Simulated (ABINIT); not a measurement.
# Ba2C (Fm-3m): zone-centre phonons, part 2 of 2

Aim: the zone-centre modes of Ba2C (Fm-3m).

ABINIT 10.8.3; DFT PBE, scalar-relativistic, plane waves, PseudoDojo stringent norm-conserving pseudopotentials.

So far. Step 5 (Relaxation): The volume changes by -0.4 % in this run and stands -27.3 % from the first cell. The relaxed cell has a = 7.037 Å (conventional setting).

The structure was built from a prototype and need not be the compound's stable phase.

In doubt: a PseudoDojo file used here is known to give poor structures and forces, so the values of those runs are not to be relied on.

**7. Linear response at Γ**

At q = 0 one unit cell holds all displacements. The response is solved for single atoms along the cell's directions, and symmetry skips those that follow from others. The crystal is treated as a metal, which screens a static field, so no field response is asked.

dfpt_gamma.abi

```

# common to the responses
getwfk_filepath "gso_WFK"
kptopt 2
nqpt 1
qpt 0.0 0.0 0.0
asr 0
chneut 0

# displacements
rfphon 1
rfatpol 1 3
rfdir 1 1 1
tolvrs 1.0d-10
prtwf 0

# basis, mesh and filling
ecut 46.0
ecutsm 3.0
ngkpt 6 6 6
nshiftk 1
shiftk 0.0 0.0 0.0
istwfk *1
occopt 7
tsmear 0.01
nband 19
nstep 100
diemac 1000000.0
prtebands 0
prtgsr 0
useylm 1

# cell and atoms
acell 3*1.0 Angstrom
rprim 
    0.0 3.518530638 3.518530638
    3.518530638 0.0 3.518530638
    3.518530638 3.518530638 0.0
ntypat 2
znucl 56 6
natom 3
typat 1 1 2
xred 
    0.25 0.25 0.25
    0.75 0.75 0.75
    0.0 0.0 0.0
pp_dirpath "./pseudo"
pseudos "Ba.upf, C.upf"
```

The run is started by

```
OMP_NUM_THREADS=1 mpirun -n 4 abinit dfpt_gamma.abi > dfpt_gamma.log
```

Numbers of over 12 decimals in the logs are rounded to 6 here.

dfpt_gamma.abo, the main output file:

```text
[banners, grids, parts of the stress and lines that vanish by symmetry left out]
- input  file    -> dfpt_gamma.abi
- output file    -> dfpt_gamma.abo
- root for input  files -> dfpt_gammai
- root for output files -> dfpt_gammao

 Symmetries : space group Fm -3 m (#225); Bravais cF (face-center cubic)
================================================================================
 Values of the parameters that define the memory need of the present run (RF).
     intxc =       0      iscf =       7    lmnmax =      32     lnmax =       8
     mgfft =      60  mpssoang =       4    mqgrid =    3001     natom =       3
  nloc_mem =       1    nspden =       1   nspinor =       1    nsppol =       1
      nsym =      48    n1xccc =    2501    ntypat =       2    occopt =       7
   xclevel =       2
-    mband =          19        mffmem =           1         mkmem =          28
-   mkqmem =          28        mk1mem =          28           mpw =        8801
      nfft =      216000          nkpt =         112
- my_mband =          19
================================================================================
================================================================================

--------------------------------------------------------------------------------
------------- Echo of variables that govern the present computation ------------
--------------------------------------------------------------------------------
-
- outvars: echo of selected default values
-   iomode0 =  0 , fftalg0 =312 , wfoptalg0 =  0
-
- outvars: echo of global parameters not present in the input file
-  max_nthreads =    1
-
 -outvars: echo values of preprocessed input variables
 [... echo left out ...]
================================================================================

 chkinp: Checking input parameters for consistency.

[...]
== DATASET  1 ==================================================================
-   mpi_nproc: 4, omp_nthreads: 1 (-1 if OMP is not activated)

--- !DatasetInfo
iteration_state: {dtset: 1, }
dimensions: {natom: 3, nkpt: 112, mband: 19, nsppol: 1, nspinor: 1, nspden: 1, mpw: 8801, }
cutoff_energies: {ecut:  46.0, pawecutdg:  -1.0, }
electrons: {nelect:   2.40000000E+01, charge:   0.00000000E+00, occopt:   7.00000000E+00, tsmear:   1.00000000E-02, }
meta: {optdriver: 1, rfphon: 1, }
...

 mkfilename: getwfk from: gso_WFK

 Real(R)+Recip(G) space primitive vectors, cartesian coordinates (Bohr,Bohr^-1):
 R(1)=  0.0000000  6.6490593  6.6490593  G(1)= -0.0751986  0.0751986  0.0751986
 R(2)=  6.6490593  0.0000000  6.6490593  G(2)=  0.0751986 -0.0751986  0.0751986
 R(3)=  6.6490593  6.6490593  0.0000000  G(3)=  0.0751986  0.0751986 -0.0751986
 Unit cell volume ucvol=  5.8790968E+02 bohr^3
 Angles (23,13,12)=  6.00000000E+01  6.00000000E+01  6.00000000E+01 degrees
 setup1 : take into account q-point for computing boxcut.

 getcut: wavevector=  0.0000  0.0000  0.0000  ngfft=  60  60  60
         ecut(hartree)=     46.000   => boxcut(ratio)=   2.08993

--- Pseudopotential description ------------------------------------------------
- pspini: atom type   1  psp file is ./pseudo/Ba.upf

- pspini: atom type   2  psp file is ./pseudo/C.upf

   1.21571602E+03                                ecore*ucvol(ha*bohr**3)
--------------------------------------------------------------------------------

 ==>  initialize data related to q vector <==

 The list of irreducible perturbations for this q vector is:
    1)    idir= 1    ipert=   1
    2)    idir= 1    ipert=   3

[...]
The perturbation idir=   2  ipert=   1 is
 symmetric of a previously calculated perturbation.
 So, its SCF calculation is not needed.

 The perturbation idir=   3  ipert=   1 is
 symmetric of a previously calculated perturbation.
 So, its SCF calculation is not needed.

 The perturbation idir=   1  ipert=   2 is
 symmetric of a previously calculated perturbation.
 So, its SCF calculation is not needed.

 The perturbation idir=   2  ipert=   2 is
 symmetric of a previously calculated perturbation.
 So, its SCF calculation is not needed.

 The perturbation idir=   3  ipert=   2 is
 symmetric of a previously calculated perturbation.
 So, its SCF calculation is not needed.

 The perturbation idir=   2  ipert=   3 is
 symmetric of a previously calculated perturbation.
 So, its SCF calculation is not needed.

 The perturbation idir=   3  ipert=   3 is
 symmetric of a previously calculated perturbation.
 So, its SCF calculation is not needed.

--------------------------------------------------------------------------------
 Perturbation wavevector (in red.coord.)   0.000000  0.000000  0.000000
 Perturbation : displacement of atom   1   along direction   1
 Found     2 symmetries that leave the perturbation invariant.

[...]
dfpt_looppert : total number of electrons, from k and k+q
  fully or partially occupied states are    2.400000E+01 and    2.400000E+01.
 Initialisation of the first-order wave-functions :
  ireadwf=   0

--- !BeginCycle
iteration_state: {dtset: 1, }
solver: {iscf: 7, nstep: 100, nline: 4, wfoptalg: 0, }
tolerances: {tolvrs: 1.00E-10, }
...

     iter   2DEtotal(Ha)        deltaE(Ha) residm    vres2
-ETOT  1   3.104645     -1.181E+03 2.095E+00 3.922E+03
 ETOT  2   1.609993     -1.495E+00 5.254E-01 1.186E+02
 ETOT  3   1.574909     -3.508E-02 6.432E-02 2.724E+01
 ETOT  4   1.570706     -4.203E-03 1.778E-02 9.070E-01
 ETOT  5   1.570947      2.405E-04 4.402E-03 3.513E+00
[...]
At SCF step   18       vres2   =  1.65E-11 < tolvrs=  1.00E-10 =>converged.
[...]
Mean square residual over all n,k,spin=   11.536E-10; max=  29.902E-08

 Thirteen components of 2nd-order total energy (hartree) are
 1,2,3: 0th-order hamiltonian combined with 1st-order wavefunctions
     kin0=   9.46165803E+02 eigvalue=   8.78723619E+01  local=  -7.08108645E+02
 4,5,6: 1st-order hamiltonian combined with 1st and 0th-order wfs
 loc psp =  -9.25552230E+02  Hartree=   3.24660769E+02     xc=  -1.01867931E+02
 note that "loc psp" includes a xc core correction that could be resolved
 7,8,9: eventually, occupation + non-local contributions
    edocc=   1.01052392E+02     enl0=   5.33071389E+02   enl1=  -1.44014005E+03
 1-9 gives the relaxation energy (to be shifted if some occ is /=2.0)
   erelax=  -1.18284614E+03
 10,11,12 Non-relaxation  contributions : frozen-wavefunctions and Ewald
 fr.local=   3.94305996E+02 fr.nonlo=   7.21134489E+02  Ewald=   8.81975336E+01
 13,14 Frozen wf xc core corrections (1) and (2)
 frxc 1  =  -1.14223932E+02  frxc 2 =   9.50023030E+01
 Resulting in :
 2DEtotal=    0.1570250488E+01 Ha. Also 2DEtotal=    0.427286925323E+02 eV
    (2DErelax=   -1.1828461393E+03 Ha. 2DEnonrelax=    1.1844163898E+03 Ha)
    (  non-var. 2DEtotal :    1.5702505113E+00 Ha)

[...]
Perturbation wavevector (in red.coord.)   0.000000  0.000000  0.000000
 Perturbation : displacement of atom   3   along direction   1
 Found     4 symmetries that leave the perturbation invariant.

--------------------------------------------------------------------------------

--------------------------------------------------------------------------------

 dfpt_looppert : total number of electrons, from k and k+q
  fully or partially occupied states are    2.400000E+01 and    2.400000E+01.
 Initialisation of the first-order wave-functions :
  ireadwf=   0

--- !BeginCycle
iteration_state: {dtset: 1, }
solver: {iscf: 7, nstep: 100, nline: 4, wfoptalg: 0, }
tolerances: {tolvrs: 1.00E-10, }
...

     iter   2DEtotal(Ha)        deltaE(Ha) residm    vres2
-ETOT  1   5.212174     -1.237E+03 1.311E+00 2.810E+04
[...]
ETOT 13   1.491156     -6.187E-10 2.992E-05 1.465E-06
 ETOT 14   1.491156     -4.409E-10 7.356E-06 7.258E-11

 At SCF step   14       vres2   =  7.26E-11 < tolvrs=  1.00E-10 =>converged.
[...]
Mean square residual over all n,k,spin=   36.716E-09; max=  73.562E-07

 Thirteen components of 2nd-order total energy (hartree) are
 1,2,3: 0th-order hamiltonian combined with 1st-order wavefunctions
     kin0=   1.32674231E+03 eigvalue=  -6.43798307E+01  local=  -4.94481295E+02
 4,5,6: 1st-order hamiltonian combined with 1st and 0th-order wfs
 loc psp =  -5.95121938E+02  Hartree=   1.54340854E+02     xc=  -4.57792823E+01
 note that "loc psp" includes a xc core correction that could be resolved
 7,8,9: eventually, occupation + non-local contributions
    edocc=   1.02527912E+01     enl0=   3.53733665E+02   enl1=  -1.88573650E+03
 1-9 gives the relaxation energy (to be shifted if some occ is /=2.0)
   erelax=  -1.24042922E+03
 10,11,12 Non-relaxation  contributions : frozen-wavefunctions and Ewald
 fr.local=   2.44107151E+02 fr.nonlo=   9.54223436E+02  Ewald=   5.03985906E+01
 13,14 Frozen wf xc core corrections (1) and (2)
 frxc 1  =  -4.65387701E+01  frxc 2 =   3.97299679E+01
 Resulting in :
 2DEtotal=    0.1491156013E+01 Ha. Also 2DEtotal=    0.405764222106E+02 eV
    (2DErelax=   -1.2404292187E+03 Ha. 2DEnonrelax=    1.2419203747E+03 Ha)
    (  non-var. 2DEtotal :    1.4911566165E+00 Ha)

[...]
---- first-order wavefunction calculations are completed ----

 ==> Compute Derivative Database <==

 [... matrices left out ...]
  Phonon wavevector (reduced coordinates) :  0.00000  0.00000  0.00000
 Phonon energies in Hartree :
  -3.484093E-06 -3.484093E-06 -3.484091E-06  3.289944E-04  3.289944E-04
   3.289944E-04  8.966474E-04  8.966474E-04  8.966474E-04
 Phonon frequencies in cm-1    :
- -7.646700E-01 -7.646699E-01 -7.646697E-01  7.220594E+01  7.220594E+01
-  7.220594E+01  1.967914E+02  1.967914E+02  1.967914E+02

== END DATASET(S) ==============================================================
================================================================================

 -outvars: echo values of variables after computation
            acell      1.8897261259E+00  1.8897261259E+00  1.8897261259E+00 Bohr
           etotal      1.4911560126E+00
            fcart      0.0000000000E+00  0.0000000000E+00  0.0000000000E+00
           strten      0.0000000000E+00  0.0000000000E+00  0.0000000000E+00
================================================================================
```

Run time: 5.9 min. Hardware: 4 MPI ranks of Arm Neoverse V1, shared host.

Read from the output:

```
largest acoustic frequency at the zone centre before the sum rule : -0.76 cm⁻¹
highest optical zone-centre mode (no LO-TO term)                  : 196.8 cm⁻¹
lowest optical zone-centre mode                                   : 72.21 cm⁻¹
```

The acoustic modes at Γ come out as far as 0.8 cm⁻¹ from zero, where they should vanish, a small numerical error.

**8. Zone-centre analysis**

anaddb reads the merged derivatives and imposes the acoustic sum rule.

anaddb.abi

```
ddb_filepath "gamma_DDB"
output_file "anaddb.abo"
outdata_prefix "anaddb"
asr 1
chneut 1
enunit 2
eivec 1
nph1l 1
qph1l 0.0 0.0 0.0 1.0
```

mrgddb.in

```
gamma_DDB
merged
2
dfpt_gammao_DDB
gso_DDB
```

The run is started by

```
mrgddb < mrgddb.in > mrgddb.log
OMP_NUM_THREADS=1 anaddb anaddb.abi > anaddb.log
```

anaddb.abo, the main output file:

```text
-outvars_anaddb: echo values of input variables ----------------------

 Miscellaneous information :
      enunit         2
       eivec         1
         asr         1
 First list of wavevector (reduced coord.) :
       nph1l         1
       qph1l
                     0.00000000E+00  0.00000000E+00  0.00000000E+00    1.000E+00

================================================================================

 read the DDB information and perform some checks

  ==== Info on the Cryst% object ====
 Real(R)+Recip(G) space primitive vectors, cartesian coordinates (Bohr,Bohr^-1):
 R(1)=  0.0000000  6.6490593  6.6490593  G(1)= -0.0751986  0.0751986  0.0751986
 R(2)=  6.6490593  0.0000000  6.6490593  G(2)=  0.0751986 -0.0751986  0.0751986
 R(3)=  6.6490593  6.6490593  0.0000000  G(3)=  0.0751986  0.0751986 -0.0751986
 Unit cell volume ucvol=  5.8790968E+02 bohr^3
 Angles (23,13,12)=  6.00000000E+01  6.00000000E+01  6.00000000E+01 degrees
 Time-reversal symmetry is present
 Reduced atomic positions [iatom, xred, symbol]:
    1)    0.2500000  0.2500000  0.2500000  Ba
    2)    0.7500000  0.7500000  0.7500000  Ba
    3)    0.0000000  0.0000000  0.0000000   C

 DDB file with 3 blocks has been read.

================================================================================

 Treat the first list of vectors

  Phonon wavevector (reduced coordinates) :  0.00000  0.00000  0.00000
 Phonon energies in Hartree :
  -2.934926E-08 -2.930250E-08 -2.916175E-08  3.289920E-04  3.289920E-04
   3.289920E-04  8.968217E-04  8.968217E-04  8.968217E-04
 Phonon energies in meV     :
- -7.986341E-04 -7.973616E-04 -7.935316E-04  8.952329E+00  8.952329E+00
-  8.952329E+00  2.440376E+01  2.440376E+01  2.440376E+01
 Phonon frequencies in cm-1    :
- -6.441419E-03 -6.431155E-03 -6.400264E-03  7.220540E+01  7.220540E+01
-  7.220540E+01  1.968296E+02  1.968296E+02  1.968296E+02
 Phonon frequencies in Thz     :
- -1.931089E-04 -1.928012E-04 -1.918751E-04  2.164663E+00  2.164663E+00
-  2.164663E+00  5.900803E+00  5.900803E+00  5.900803E+00
 Phonon energies in Kelvin  :
- -9.267764E-03 -9.252997E-03 -9.208552E-03  1.038875E+02  1.038875E+02
-  1.038875E+02  2.831939E+02  2.831939E+02  2.831939E+02

 Eigendisplacements
 (will be given, for each mode : in cartesian coordinates
   for each atom the real part of the displacement vector,
   then the imaginary part of the displacement vector - absolute values smaller than 1.0d-7 are set to zero)
  Mode number    1   Energy   -2.934926E-08
 Attention : low frequency mode.
   (Could be unstable or acoustic mode)
-  1  0.00000000E+00  0.00000000E+00 -1.38334222E-03
-     0.00000000E+00  0.00000000E+00  0.00000000E+00
-  2  0.00000000E+00  0.00000000E+00 -1.38334222E-03
-     0.00000000E+00  0.00000000E+00  0.00000000E+00
-  3  0.00000000E+00  0.00000000E+00 -1.38356889E-03
-     0.00000000E+00  0.00000000E+00  0.00000000E+00
  Mode number    2   Energy   -2.930250E-08
 Attention : low frequency mode.
   (Could be unstable or acoustic mode)
-  1  0.00000000E+00 -1.38334222E-03  0.00000000E+00
-     0.00000000E+00  0.00000000E+00  0.00000000E+00
-  2  0.00000000E+00 -1.38334222E-03  0.00000000E+00
-     0.00000000E+00  0.00000000E+00  0.00000000E+00
-  3  0.00000000E+00 -1.38356889E-03  0.00000000E+00
-     0.00000000E+00  0.00000000E+00  0.00000000E+00
  Mode number    3   Energy   -2.916175E-08
 Attention : low frequency mode.
   (Could be unstable or acoustic mode)
-  1  1.38334222E-03  0.00000000E+00  0.00000000E+00
-     0.00000000E+00  0.00000000E+00  0.00000000E+00
-  2  1.38334222E-03  0.00000000E+00  0.00000000E+00
-     0.00000000E+00  0.00000000E+00  0.00000000E+00
-  3  1.38356889E-03  0.00000000E+00  0.00000000E+00
-     0.00000000E+00  0.00000000E+00  0.00000000E+00
  Mode number    4   Energy    3.289920E-04
-  1  0.00000000E+00  0.00000000E+00  1.41327600E-03
-     0.00000000E+00  0.00000000E+00  0.00000000E+00
-  2  0.00000000E+00  0.00000000E+00 -1.41327600E-03
-     0.00000000E+00  0.00000000E+00  0.00000000E+00
-  3  0.00000000E+00  0.00000000E+00  0.00000000E+00
-     0.00000000E+00  0.00000000E+00  0.00000000E+00
  Mode number    5   Energy    3.289920E-04
-  1  0.00000000E+00  1.41327600E-03  0.00000000E+00
-     0.00000000E+00  0.00000000E+00  0.00000000E+00
-  2  0.00000000E+00 -1.41327600E-03  0.00000000E+00
-     0.00000000E+00  0.00000000E+00  0.00000000E+00
-  3  0.00000000E+00  0.00000000E+00  0.00000000E+00
-     0.00000000E+00  0.00000000E+00  0.00000000E+00
  Mode number    6   Energy    3.289920E-04
-  1  1.41327600E-03  0.00000000E+00  0.00000000E+00
-     0.00000000E+00  0.00000000E+00  0.00000000E+00
-  2 -1.41327600E-03  0.00000000E+00  0.00000000E+00
-     0.00000000E+00  0.00000000E+00  0.00000000E+00
-  3  0.00000000E+00  0.00000000E+00  0.00000000E+00
-     0.00000000E+00  0.00000000E+00  0.00000000E+00
  Mode number    7   Energy    8.968217E-04
-  1  0.00000000E+00  0.00000000E+00 -2.89332625E-04
-     0.00000000E+00  0.00000000E+00  0.00000000E+00
-  2  0.00000000E+00  0.00000000E+00 -2.89332625E-04
-     0.00000000E+00  0.00000000E+00  0.00000000E+00
-  3  0.00000000E+00  0.00000000E+00  6.61504819E-03
-     0.00000000E+00  0.00000000E+00  0.00000000E+00
  Mode number    8   Energy    8.968217E-04
-  1  0.00000000E+00  2.89332625E-04  0.00000000E+00
-     0.00000000E+00  0.00000000E+00  0.00000000E+00
-  2  0.00000000E+00  2.89332625E-04  0.00000000E+00
-     0.00000000E+00  0.00000000E+00  0.00000000E+00
-  3  0.00000000E+00 -6.61504819E-03  0.00000000E+00
-     0.00000000E+00  0.00000000E+00  0.00000000E+00
  Mode number    9   Energy    8.968217E-04
-  1  2.89332625E-04  0.00000000E+00  0.00000000E+00
-     0.00000000E+00  0.00000000E+00  0.00000000E+00
-  2  2.89332625E-04  0.00000000E+00  0.00000000E+00
-     0.00000000E+00  0.00000000E+00  0.00000000E+00
-  3 -6.61504819E-03  0.00000000E+00  0.00000000E+00
-     0.00000000E+00  0.00000000E+00  0.00000000E+00

 Analysis of degeneracies and characters (maximum tolerance=1.00E-06 a.u.)
 For each vibration mode, or group of modes if degenerate,
 the characters are given for each symmetry operation (see the list in the log file).
 Symmetry characters of vibration mode #   1
       degenerate with vibration modes #   2 to    3
  3.0 -3.0 -1.0  1.0 -1.0  1.0 -1.0  1.0  1.0 -1.0 -1.0  1.0  1.0 -1.0 -1.0  1.0
  0.0 -0.0 -0.0  0.0  0.0 -0.0  0.0 -0.0  1.0 -1.0 -1.0  1.0 -1.0  1.0  1.0 -1.0
 -0.0  0.0  0.0 -0.0 -0.0  0.0 -0.0  0.0  1.0 -1.0  1.0 -1.0 -1.0  1.0 -1.0  1.0
 Symmetry characters of vibration mode #   4
       degenerate with vibration modes #   5 to    6
  3.0  3.0 -1.0 -1.0 -1.0 -1.0 -1.0 -1.0  1.0  1.0 -1.0 -1.0  1.0  1.0 -1.0 -1.0
 -0.0 -0.0  0.0  0.0 -0.0 -0.0  0.0  0.0  1.0  1.0 -1.0 -1.0 -1.0 -1.0  1.0  1.0
 -0.0 -0.0 -0.0 -0.0  0.0  0.0  0.0  0.0  1.0  1.0  1.0  1.0 -1.0 -1.0 -1.0 -1.0
 Symmetry characters of vibration mode #   7
       degenerate with vibration modes #   8 to    9
  3.0 -3.0 -1.0  1.0 -1.0  1.0 -1.0  1.0  1.0 -1.0 -1.0  1.0  1.0 -1.0 -1.0  1.0
  0.0 -0.0 -0.0  0.0 -0.0  0.0 -0.0  0.0  1.0 -1.0 -1.0  1.0 -1.0  1.0  1.0 -1.0
  0.0 -0.0 -0.0  0.0 -0.0  0.0 -0.0  0.0  1.0 -1.0  1.0 -1.0 -1.0  1.0 -1.0  1.0
-
```

Run time: 0.5 s. Hardware: 1 thread.

No LO-TO term; unit eigenvectors of the mass-weighted matrix, from anaddb's displacements. The modes at Γ (shares of kinetic energy by element, %):

```csv
mode,frequency (cm⁻¹),symmetry,Ba %,C %
1,0.0,acoustic,96,4
2,0.0,acoustic,96,4
3,0.0,acoustic,96,4
4,72.2,T2g,100,0
5,72.2,T2g,100,0
6,72.2,T2g,100,0
7,196.8,T1u,4,96
8,196.8,T1u,4,96
9,196.8,T1u,4,96
```

Displacements in mode 6 (72.2 cm⁻¹), the largest set to 1:
```
Ba1  1.00  0.00  0.00
Ba2 -1.00  0.00  0.00
C3   0.00  0.00  0.00
```

Displacements in mode 9 (196.8 cm⁻¹), the largest set to 1:
```
Ba1  0.04  0.00  0.00
Ba2  0.04  0.00  0.00
C3  -1.00  0.00  0.00
```

The rule moves no optical mode by more than 0.1 cm⁻¹.

**9. Summary of results**

- space group after relaxation: Fm-3m
- volume per atom: 29.0 Å³
- highest optical zone-centre mode (no LO-TO term): 196.8 cm⁻¹
- lowest optical zone-centre mode: 72.2 cm⁻¹
- imaginary optical modes at the zone centre (no q mesh in this session): none

**Reading.** At the PBE level the optical modes of Ba2C (Fm-3m) at the zone centre run from 72 to 197 cm⁻¹. These are harmonic frequencies at zero temperature: anharmonic shifts and linewidths and thermal expansion are left out. Spin-orbit coupling is left out, which can matter for the heavy elements here. In a metal the frequencies hang on the k mesh and the smearing, most of all near Kohn anomalies. The structure is a hypothetical one, built on a prototype.

[Host names and launcher messages were left out of these logs when they were recorded.]

[Logs are printed without paths, hosts, clocks, repeated set-up lines and the standing remarks that a program may print on its own settings, such as how far it seeks lower states.]

[Hosts, paths, dates, database ids (printed as entryN), source tags and the programs' standing remarks are cut or masked in the printed files.]
